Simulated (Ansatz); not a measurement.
# BaSrTi2O6 (perovskite [001] superlattice) (P4mm): band gap by G0W0 on PBEsol, part 2 of 3

Wanted: the gap of BaSrTi2O6 (perovskite [001] superlattice) (P4mm) with a many-body correction, and the time that it takes.

Ansatz 0.2.0; PBEsol, then G0W0 on it, plane waves, PAW. Known limits of the many-body steps: finite bands, screening cutoff and k mesh; no spin-orbit coupling in G0W0.

So far. Step 2 (Relaxation): The program's warnings for this run: band table not solved further. The relaxed cell has a = 3.924, c = 7.932 Å (conventional setting).

The structure was built from a prototype and need not be the compound's stable phase.

## (3) The PBEsol band structure

Level of this step: DFT, PBEsol, plane waves, PAW; PAW set soft_1 (Ansatz).

Levels along a band path and on the mesh show where this functional puts the band edges.

File input.yaml:

```yaml
crystal:
  lattice:
    - [3.9242187103, 0.0, 0.0]
    - [0.0, 3.9242187103, 0.0]
    - [0.0, 0.0, 7.9315891153]
  atoms:
    - { symbol: Sr, position: [0.0, 0.0, 0.1282431578] }
    - { symbol: O, position: [0.5, 0.5, 0.1181215293] }
    - { symbol: Ti, position: [0.5, 0.5, 0.3763421795] }
    - { symbol: O, position: [0.5, 0.0, 0.3600198358] }
    - { symbol: O, position: [0.0, 0.5, 0.3600198358] }
    - { symbol: Ba, position: [0.0, 0.0, 0.6260799679] }
    - { symbol: O, position: [0.5, 0.5, 0.6139620411] }
    - { symbol: Ti, position: [0.5, 0.5, 0.886394246] }
    - { symbol: O, position: [0.5, 0.0, 0.8753886348] }
    - { symbol: O, position: [0.0, 0.5, 0.8753886348] }
kpoints:
  mp_grid: { grid: [6, 6, 4] }
  band_path:
    path:
      - [[0.0, 0.0, 0.0], [0.0, 0.5, 0.0], [0.5, 0.5, 0.0], [0.0, 0.0, 0.0], [0.0, 0.0, 0.5], [0.0, 0.5, 0.5], [0.5, 0.5, 0.5], [0.0, 0.0, 0.5]]
      - [[0.0, 0.5, 0.0], [0.0, 0.5, 0.5]]
      - [[0.5, 0.5, 0.0], [0.5, 0.5, 0.5]]
    npoints: 10
hamiltonian:
  xc: pbesol
  pseudopotentials: { kind: paw, azcp: { folder: soft_1 }, xc_functional: pbe }
scf:
  occupations: { method: fermi_dirac, width: 0.02 }
  n_extra_bands: 7
output:
  eigenvalues: true
  forces: true
  stress: true
  write_density: true
  write_potential: true
  elf: true
  volumetric_format: npy
```

Run with:

```sh
$ ansatz run input.yaml --threads 3 --pin off --max-ram 92160MiB --backend cuda --events-out ev --progress --plain --runs-dir out --devices 1 --max-vram 13GiB
```

Numbers of over 12 decimals in the logs are rounded to 6 here.

Log:

```text
[...]
GPUs: using 1 of 1 available (devices: 1).
[...]
GPU FFT provider: cuFFT
GPU libraries: cuBLAS 13.8.2, cuFFT 12.4.0, cuSOLVER 12.3.4
Crystal: 10 atoms, lattice volume = 122.142 Å³
Basis set: ecut = 420 eV, 2403 PW (Γ), exchange–correlation on 54×54×108 points (8 copies of the dense FFT grid, shifted against one another)
Bands: 47, of which v1, the nominal top of the filled ones, is band 40 counted from 1 (39 counted from 0)
Symmetry: 8 space group operations
[...]
k-points: 30 of 144 (time reversal used)
[...]
GPU buffer pool allocated for 39366 grid points (all kernels)
[...]
SCF iter   1: F=—  HF=-17685.716187 eV  |F-HF|=—  |Δ(HF+E_count)|=         —  Δρ=5.48e-2  dr2=4.16e0  ethr=3.10e-3  ⟨swp⟩=11.4  Hψ=6888  notcnv=0
[...]
SCF iter   9: F=-17684.901945 eV  HF=-17684.901945 eV  |F-HF|=6.54e-9  |Δ(HF+E_count)|=  1.64e-10  Δρ=3.72e-6  dr2=1.50e-8  ethr=1.25e-10  ⟨swp⟩=18.4  Hψ=12650  notcnv=0
SCF 1 converged in 9 iterations: F = -17684.901945 eV  dr2 = 1.50e-8
[...]
NSCF: frozen V_eff on 93 k-points
SCF converged after 9 iterations
Free energy (F): -17684.901945 eV
[...]
Internal energy: -17684.901945 eV  (E = F + TS)
E sigma→0 (E₀):  -17684.901945 eV
Fermi energy:    11.139094 eV
[...]
--- Forces (eV/Å), atoms counted from 1 ---
  atom   1  Sr     0.00000000     0.00000000    -0.00004316
  atom   2  O      0.00000000     0.00000000     0.00173311
  atom   3  Ti     0.00000000     0.00000000     0.00142409
  atom   4  O     -0.00000000     0.00000000    -0.00445369
  atom   5  O      0.00000000     0.00000000    -0.00445369
  atom   6  Ba     0.00000000     0.00000000     0.00067887
  atom   7  O      0.00000000     0.00000000     0.00136887
  atom   8  Ti     0.00000000     0.00000000    -0.00156561
  atom   9  O     -0.00000000     0.00000000     0.00265014
  atom  10  O      0.00000000     0.00000000     0.00265014
  max |Σ_I F_I| component: 1.09e-5 eV/Å
--- Stress (GPa, compression-positive) ---
        0.004635       0.000000      -0.000000
        0.000000       0.004635       0.000000
       -0.000000       0.000000       0.001340
  P = ⅓ Tr σ = 0.0035 GPa (0.035 kbar)
--- Band table (eV; the first three rows and the last of 30) ---
  k-point 0: bands = [... 36 lower, 9.5035, 9.7843, 9.8209, 9.8209, 12.0618, 12.2173, 12.2972, 12.2972, ... 3 higher]
  k-point 1: bands = [... 36 lower, 9.5417, 9.5417, 9.7679, 9.7679, 12.0822, 12.1953, 12.5795, 12.5795, ... 3 higher]
  k-point 2: bands = [... 36 lower, 9.6196, 9.6196, 9.6756, 9.6756, 12.1190, 12.1567, 13.1303, 13.1303, ... 3 higher]
  k-point 29: bands = [... 36 lower, 9.6039, 9.6039, 10.1512, 10.1889, 14.2626, 14.2626, 14.3030, 14.3030, ... 3 higher]
```

The job ended after 15 s (1 × NVIDIA H100 80GB HBM3 (shared by 6 runs) with 3 threads of AMD EPYC 7R13 (Zen 3), shared host; peak memory 1 GiB; 20 s of CPU time).

Reading the cycles: dr2 is the Hartree energy of the density residual (eV), the measure of convergence; HF is the Harris–Foulkes estimate of the energy, which meets the free energy F at convergence.

This step gave:

```
pressure             : 0.003537 GPa
filled bands         : 40
gap                  : 1.856 eV
valence top at       : M
conduction bottom at : Γ
least direct gap     : 2.241 eV
```

Over mesh and path the gap is 1.856 eV, from k = (0.500, 0.500, 0.000) to k = Γ. The least direct gap found is 2.241 eV, at k = Γ.

Electronic bands along the path, in eV, zero at the top of the highest nominally filled band:

```
    point  band 37  band 38  band 39  band 40  band 41  band 42  band 43  band 44
        Γ    -0.70    -0.42    -0.38    -0.38     1.86     2.01     2.09     2.09
  halfway    -1.28    -0.76    -0.68    -0.64     2.15     2.90     2.91     2.97
        X    -1.19    -0.97    -0.85    -0.17     2.23     3.74     3.78     3.79
  halfway    -0.68    -0.62    -0.59    -0.14     2.97     3.79     3.89     4.04
        M    -0.11    -0.11    -0.07     0.00     3.81     3.81     4.23     4.43
  halfway    -0.94    -0.79    -0.67    -0.58     2.83     3.04     3.28     3.48
        Γ    -0.70    -0.42    -0.38    -0.38     1.86     2.01     2.09     2.09
  halfway    -0.66    -0.66    -0.44    -0.44     1.88     1.99     2.37     2.37
        Z    -0.59    -0.59    -0.53    -0.53     1.91     1.95     2.92     2.92
  halfway    -1.09    -1.08    -0.76    -0.70     2.87     2.91     3.01     3.12
        R    -1.37    -1.25    -0.80    -0.57     3.00     3.11     3.75     3.79
  halfway    -0.81    -0.73    -0.60    -0.53     3.46     3.50     3.95     3.95
        A    -0.60    -0.60    -0.05    -0.02     4.06     4.06     4.10     4.10
  halfway    -0.85    -0.78    -0.72    -0.65     3.31     3.34     3.35     3.39
        Z    -0.59    -0.59    -0.53    -0.53     1.91     1.95     2.92     2.92
jump to X    -1.19    -0.97    -0.85    -0.17     2.23     3.74     3.78     3.79
  halfway    -1.24    -1.12    -1.09    -0.29     2.48     3.58     3.74     3.79
        R    -1.37    -1.25    -0.80    -0.57     3.00     3.11     3.75     3.79
jump to M    -0.11    -0.11    -0.07     0.00     3.81     3.81     4.23     4.43
  halfway    -0.29    -0.29    -0.06    -0.01     3.88     3.88     4.25     4.31
        A    -0.60    -0.60    -0.05    -0.02     4.06     4.06     4.10     4.10
```

Valence density in the ca plane at fractional y = 0.000, with atoms of Sr and O and Ba within 0.2 Å of it. It is the smooth field of the valence electrons, not physical close to the nuclei.

Values in e/Å³, 6 rows by 16 columns, each cell a mean:
```
0.8 2.1 2.2 1.5 0.3 0.1 0.1 0.2 0.9 1.1 1.0 1.2 0.4 0.1 0.1 0.1
0.2 0.4 0.5 0.3 0.3 0.6 0.6 0.2 0.3 0.5 0.6 0.4 0.2 0.5 0.7 0.3
0.2 0.1 0.1 0.1 1.1 4.8 4.5 0.9 0.1 0.1 0.1 0.1 0.6 3.7 5.4 1.5
0.2 0.1 0.1 0.1 0.8 3.2 3.0 0.7 0.1 0.1 0.1 0.1 0.5 2.5 3.6 1.1
0.3 0.8 1.1 0.5 0.2 0.3 0.3 0.2 0.4 0.9 1.0 0.6 0.2 0.3 0.3 0.2
1.0 2.3 2.2 1.9 0.3 0.1 0.1 0.2 1.0 1.0 0.8 1.2 0.5 0.1 0.0 0.1
```
Columns run along c (7.9 Å), rows up along a (3.9 Å). Atoms in or near the plane, at fractional coordinates: Sr at (0.13, 0.00), O at (0.36, 0.50), Ba at (0.63, 0.00), O at (0.88, 0.50).

Electrostatic potential energy in the ca plane at fractional y = 0.000, with atoms of Sr and O and Ba within 0.2 Å of it. With pseudopotentials it is smooth inside the atoms' cores, unlike the true potential.

Values in eV, 6 rows by 16 columns, each cell a mean:
```
 -5 -52 -64 -29   7  13  14   9 -11 -38 -45 -24   4  13  14  11
 10   4   1   7  12  10  10  13   8  -1  -3   4  12  11   9  13
 14  13  13  14   4 -26 -24   6  14  13  12  14  10 -20 -28  -1
 14  12  12  13   8 -15 -14  10  13  11  11  12  11 -10 -18   5
  7  -8 -15   1  11  14  14  12   4 -11 -15  -3  10  14  14  13
-11 -65 -72 -42   5  13  14   8 -16 -46 -53 -31   2  12  14  10
```
Columns run along c (7.9 Å; values clipped at the 3rd and 97th percentile), rows up along a (3.9 Å). Atoms in or near the plane, at fractional coordinates: Sr at (0.13, 0.00), O at (0.36, 0.50), Ba at (0.63, 0.00), O at (0.88, 0.50).

## (4) One-shot GW

G0W0 replaces the xc potential by a self-energy built once from the orbitals of the start. Levels are corrected in the window of bands that the input names, at points of the mesh.

This step: G0W0 on PBEsol, plane waves, PAW; PAW set soft_1.

input.yaml, the sections that differ from step 3:

```yaml
kpoints:
  mp_grid: { grid: [6, 6, 4] }
scf:
  occupations: { method: fixed }
gw:
  n_empty_bands: 411
  ecut_chi: 130.0
  qp_bands: [v3, c3]
  qp_kpoints: band_edges
  screening: { model: contour_deformation }
# crystal, hamiltonian: as in step 3
# output: removed
```

Log:

```text
GPUs: using 1 of 1 available (devices: 1).
[...]
GPU FFT provider: cuFFT
GPU libraries: cuBLAS 13.8.2, cuFFT 12.4.0, cuSOLVER 12.3.4
Crystal: 10 atoms, lattice volume = 122.142 Å³
Basis set: ecut = 420 eV, 2403 PW (Γ)
Bands: 50, of which v1, the nominal top of the filled ones, is band 40 counted from 1 (39 counted from 0)
Symmetry: 8 space group operations
[...]
k-points: 30 of 144 (time reversal used)
[...]
GPU buffer pool allocated for 39366 grid points (all kernels)
[...]
SCF iter   1: F=—  HF=-17685.721224 eV  |F-HF|=—  |Δ(HF+E_count)|=         —  Δρ=5.49e-2  dr2=4.18e0  ethr=3.10e-3  ⟨swp⟩=4.8  Hψ=5561  notcnv=0  defer=175
[...]
SCF iter  11: F=-17684.902248 eV  HF=-17684.902248 eV  |F-HF|=2.60e-9  |Δ(HF+E_count)|=   2.19e-8  Δρ=4.03e-6  dr2=1.67e-8  ethr=1.25e-10  ⟨swp⟩=13.7  Hψ=6685  notcnv=0
SCF 1 converged in 11 iterations: F = -17684.902248 eV  dr2 = 1.67e-8
[...]
NSCF: frozen V_eff on 30 k-points, pencils in batches of 32, up to order 200
the band table was solved once the SCF had ended and its energy, with any forces and stress, was formed, with the checks that follow a solve (5918 applications of the Hamiltonian). They found nothing against the state; the energy, forces and stress were not computed again (output.eigenvalues in the input reference)
[...]
G₀W₀ screening: q 1/30
[... further progress lines ...]
SCF converged after 11 iterations
Free energy (F): -17684.902248 eV
[...]
Internal energy: -17684.902248 eV  (E = F + TS)
E sigma→0 (E₀):  -17684.902248 eV
Fermi energy:    10.205847 eV
[...]
--- Band table (eV; the first three rows and the last of 30) ---
  k-point 0: bands = [... 36 lower, 9.5034, 9.7843, 9.8209, 9.8209, 12.0618, 12.2173, 12.2972, 12.2972, ... 6 higher]
  k-point 1: bands = [... 36 lower, 9.5417, 9.5417, 9.7679, 9.7679, 12.0821, 12.1952, 12.5795, 12.5795, ... 6 higher]
  k-point 2: bands = [... 36 lower, 9.6196, 9.6196, 9.6756, 9.6756, 12.1190, 12.1566, 13.1302, 13.1302, ... 6 higher]
  k-point 29: bands = [... 36 lower, 9.6040, 9.6040, 10.1513, 10.1890, 14.2627, 14.2627, 14.3029, 14.3029, ... 6 higher]
--- G₀W₀: contour deformation, 7 samples at zero and on the imaginary axis and 2 off it, 144 q-points, 411 empty bands' worth ---
  eigenvalues of the whole cell's RPA ε∞ on this k-mesh (on a slab, of 1 + 4πα/V) = 5.7322, 6.1601, 6.1601; static W/v taken at q = 0 is 0.164817
  bands read: the sum over 451 bands ends inside a degenerate multiplet in 2 slots, whose members it reads at an even weight; the widest, k=2: bands 451 to 452 (counted from 1) at 1/2 each
  gw.qp_kpoints: band_edges: 23 of 30 stored k-points solved, in 1 pass; an edge of the gap read off the rows below is read off those points alone
    valence top: of the k-points left out ik 11 came nearest to being solved in a further pass, in band 40 (counted from 1, as in the quasiparticle table): it holds the edge there only if its correction is more favourable than any solved in that band by at least 0.545 eV; those differ by 0.067 eV
    conduction bottom: of the k-points left out ik 12 came nearest to being solved in a further pass, in band 41 (counted from 1, as in the quasiparticle table): it holds the edge there only if its correction is more favourable than any solved in that band by at least 0.531 eV; those differ by 0.059 eV
    ik  band        ε_KS         Σx   Σc(E_QP)       V_xc       Z   E_QP_lin       E_QP  E_QP is
     0    38      9.7843   -26.1108     4.3883   -21.3695  0.7307     9.4291     9.4314  root
     0    39      9.8209   -25.7406     4.2308   -21.1678  0.7310     9.4768     9.4789  root
     0    40      9.8209   -25.7406     4.2308   -21.1678  0.7310     9.4768     9.4789  root
     0    41     12.0618   -12.5921    -6.3965   -20.2746  0.7440    13.3788    13.3479  root
     0    42     12.2173   -12.8882    -6.6096   -20.8233  0.7379    13.5778    13.5428  root
     0    43     12.2972   -13.1008    -6.0571   -20.4205  0.7424    13.5894    13.5597  root
     1    38      9.5417   -25.8683     4.5058   -20.9755  0.7283     9.1519     9.1547  root
     1    39      9.7679   -25.7731     4.2955   -21.1261  0.7302     9.4141     9.4164  root
     1    40      9.7679   -25.7731     4.2955   -21.1261  0.7302     9.4141     9.4164  root
     1    41     12.0821   -12.6295    -6.4268   -20.3481  0.7432    13.4055    13.3740  root
     1    42     12.1952   -12.8422    -6.5744   -20.7356  0.7388    13.5485    13.5141  root
     1    43     12.5795   -13.5072    -6.0890   -20.8603  0.7361    13.8752    13.8436  root
     2    38      9.6196   -25.8649     4.4310   -21.0616  0.7289     9.2447     9.2473  root
     2    39      9.6756   -25.7858     4.3939   -21.0238  0.7292     9.3050     9.3076  root
     2    40      9.6756   -25.7858     4.3939   -21.0238  0.7292     9.3050     9.3076  root
     2    41     12.1190   -12.7027    -6.4939   -20.5017  0.7415    13.4568    13.4241  root
     2    42     12.1566   -12.7605    -6.5024   -20.5679  0.7406    13.4946    13.4616  root
     2    43     13.1302   -14.1265    -6.3806   -21.8018  0.7220    14.4645    14.4249  root
     3    38      9.2288   -25.1356     4.4704   -20.2746  0.7206     8.8348     8.8382  root
     3    39      9.5968   -25.4226     4.0643   -21.0311  0.7306     9.2677     9.2696  root
     3    40      9.7020   -25.9557     4.3723   -21.2276  0.7304     9.3439     9.3462  root
     3    41     12.3231   -13.1506    -6.1065   -20.5270  0.7414    13.6234    13.5930  root
     3    42     12.6308   -13.5938    -6.2714   -21.1277  0.7314    13.9266    13.8933  root
     3    43     12.6851   -13.5797    -6.2156   -21.0766  0.7337    14.0000    13.9664  root
     4    38      9.2552   -25.0857     4.5123   -20.1749  0.7190     8.8531     8.8567  root
     4    39      9.5117   -25.3561     4.0699   -20.9576  0.7300     9.1811     9.1831  root
     4    40      9.5329   -25.6443     4.4043   -20.8807  0.7251     9.1711     9.1736  root
     4    41     12.5603   -13.4790    -6.1531   -20.8955  0.7357    13.8555    13.8237  root
     4    42     12.6782   -13.6493    -6.3135   -21.2392  0.7302    13.9891    13.9547  root
     4    43     12.7178   -13.6909    -6.4224   -21.4001  0.7283    14.0406    14.0047  root
     6    38      9.3291   -25.5073     4.2224   -20.9244  0.7285     8.9660     8.9685  root
     6    39      9.4565   -25.8779     4.4516   -21.0500  0.7283     9.0775     9.0802  root
     6    40      9.8176   -25.4585     4.6781   -20.3774  0.7210     9.4112     9.4145  root
     6    41     12.3937   -13.2130    -6.2843   -20.7956  0.7383    13.7252    13.6921  root
     6    42     13.5386   -14.4446    -6.7107   -22.4376  0.7083    14.8667    14.8209  root
     6    43     13.5510   -14.4580    -6.6177   -22.3735  0.7116    14.8939    14.8488  root
     7    38      9.1968   -25.3892     4.1927   -20.8360  0.7283     8.8337     8.8363  root
     7    39      9.2712   -25.3877     4.4470   -20.5639  0.7222     8.8914     8.8944  root
     7    40      9.7596   -25.4491     4.6813   -20.3610  0.7207     9.3494     9.3528  root
     7    41     12.6548   -13.5603    -6.3050   -21.1607  0.7326    13.9849    13.9502  root
[...]
28    38      9.9166   -25.5741     4.6784   -20.5041  0.7220     9.5219     9.5250  root
    28    39     10.1418   -25.7871     4.7203   -20.6920  0.7212     9.7642     9.7670  root
    28    40     10.1989   -25.8977     4.7222   -20.8069  0.7216     9.8277     9.8304  root
    28    41     14.0861   -14.7334    -7.1415   -23.1914  0.6947    15.4606    15.4026  root
    28    42     14.0861   -14.7334    -7.1415   -23.1914  0.6947    15.4606    15.4026  root
    28    43     14.4604   -13.7196    -7.9429   -22.9750  0.6834    15.8380    15.7729  root
    29    38      9.6040   -25.2596     4.6480   -20.1954  0.7216     9.1840     9.1877  root
    29    39     10.1513   -25.8117     4.7185   -20.7219  0.7214     9.7773     9.7800  root
    29    40     10.1890   -25.8719     4.7239   -20.7760  0.7214     9.8143     9.8170  root
    29    41     14.2627   -14.6702    -7.3009   -23.2881  0.6908    15.6399    15.5797  root
    29    42     14.2627   -14.6702    -7.3009   -23.2881  0.6908    15.6399    15.5797  root
    29    43     14.3029   -14.5852    -7.3719   -23.2729  0.6887    15.6806    15.6187  root
```

The job ended after 2.6 min (1 × NVIDIA H100 80GB HBM3 (shared by 6 runs) with 3 threads; peak memory 2.8 GiB; 4.7 min of CPU time).

Numbers from this step:

| Property | Result |
| --- | --- |
| bands summed | 451 |
| RPA ε∞ on this mesh (eigenvalues) | 5.732, 6.160, 6.160 |
| plane waves in the screening matrix | 419 |
| q-points in the mesh | 144 |
| G0W0 gap over the corrected points | 3.508 eV |
| k of the valence top | -0.5, -0.5, 0 |
| k of the conduction bottom | 0, 0, 0 |
| starting gap on the mesh | 1.856 eV |
| Z at the valence top | 0.7216 |
| Z at the conduction bottom | 0.7440 |
| least direct G0W0 gap over the corrected points | 3.869 eV |

Over 23 of 30 irreducible mesh points the G0W0 gap is 3.508 eV, from k = (-0.500, -0.500, 0.000) to k = Γ. The PBEsol gap of this run on the mesh is 1.856 eV. The two states that bound the G0W0 gap lie that far apart at the start, so the correction of the gap is 3.508 − 1.856 = +1.652 eV.

Labels follow the order of the start: v1 is the top filled band, c1 the lowest empty one; levels that stay degenerate share a row, the window can cut a multiplet, doubted levels are not marked in this list, bands outside the window were not corrected, and the list may be a part of the corrected levels. The levels before and after the correction (eV, zero at the valence-band top of each column):

|  | conduction bottom | valence top |
| --- | --- | --- |
| Kohn-Sham | 1.86 | 0.00 |
| G0W0 | 3.51 | 0.00 |

```csv
,level,occupation,energy (eV)
Kohn-Sham,Γ v3,2,-0.422
Kohn-Sham,Γ v2-v1,2,-0.385
Kohn-Sham,Γ c1,0,1.856
Kohn-Sham,Γ c2,0,2.011
Kohn-Sham,Γ c3,0,2.091
Kohn-Sham,(-0.5 -0.5 0) v3,2,-0.113
Kohn-Sham,(-0.5 -0.5 0) v2,2,-0.071
Kohn-Sham,(-0.5 -0.5 0) v1,2,0.000
Kohn-Sham,(-0.5 -0.5 0) c1-c2,0,3.805
Kohn-Sham,(-0.5 -0.5 0) c3,0,4.225
G0W0,Γ v3,2,-0.409
G0W0,Γ v2-v1,2,-0.361
G0W0,Γ c1,0,3.508
G0W0,Γ c2,0,3.703
G0W0,Γ c3,0,3.720
G0W0,(-0.5 -0.5 0) v3,2,-0.125
G0W0,(-0.5 -0.5 0) v2,2,-0.082
G0W0,(-0.5 -0.5 0) v1,2,0.000
G0W0,(-0.5 -0.5 0) c1-c2,0,5.488
G0W0,(-0.5 -0.5 0) c3,0,5.904
```

The parts of the quasiparticle energy for the two states that bound the G0W0 gap, in eV on the run's own scale (QP = start + Σx + Σc − Vxc, with Σc at the quasiparticle energy):

| edge | k | band | start | Σx | Σc | Vxc | Z | QP |
| --- | --- | --- | --- | --- | --- | --- | --- | --- |
| valence top | (-0.500, -0.500, 0.000) | 40 | 10.206 | −25.916 | 4.721 | −20.829 | 0.722 | 9.840 |
| conduction bottom | Γ | 41 | 12.062 | −12.592 | −6.396 | −20.275 | 0.744 | 13.348 |

[end of part 2 of 3]

[Paths, hosts, dates, memory and timing lines, banners, echoed tables and standing remarks are left out of the program output.]

[Logs are printed without paths, hosts, clocks, repeated set-up lines and the standing remarks that a program may print on its own settings, such as how far it seeks lower states.]

[Runs of the session that timed out or met a known fault of the program may be left out.]

[Cells called generated may have been cut or substituted from an entry of the Crystallography Open Database or the Materials Project.]

[Hosts, paths, dates, database ids (printed as entryN), source tags and the programs' standing remarks are cut or masked in the printed files.]

[Where an RPA ε∞ is given, it is that of the G0W0 mesh and is not shown converged in it. Names of k-points follow the symmetry that the program found, which can be lower than the space group named. Band edges on a path are those of the sampled points; other points can move an edge, and change direct to indirect where valleys lie close.]

[Hybrid gaps are those of their k-mesh and are not shown converged in it.]
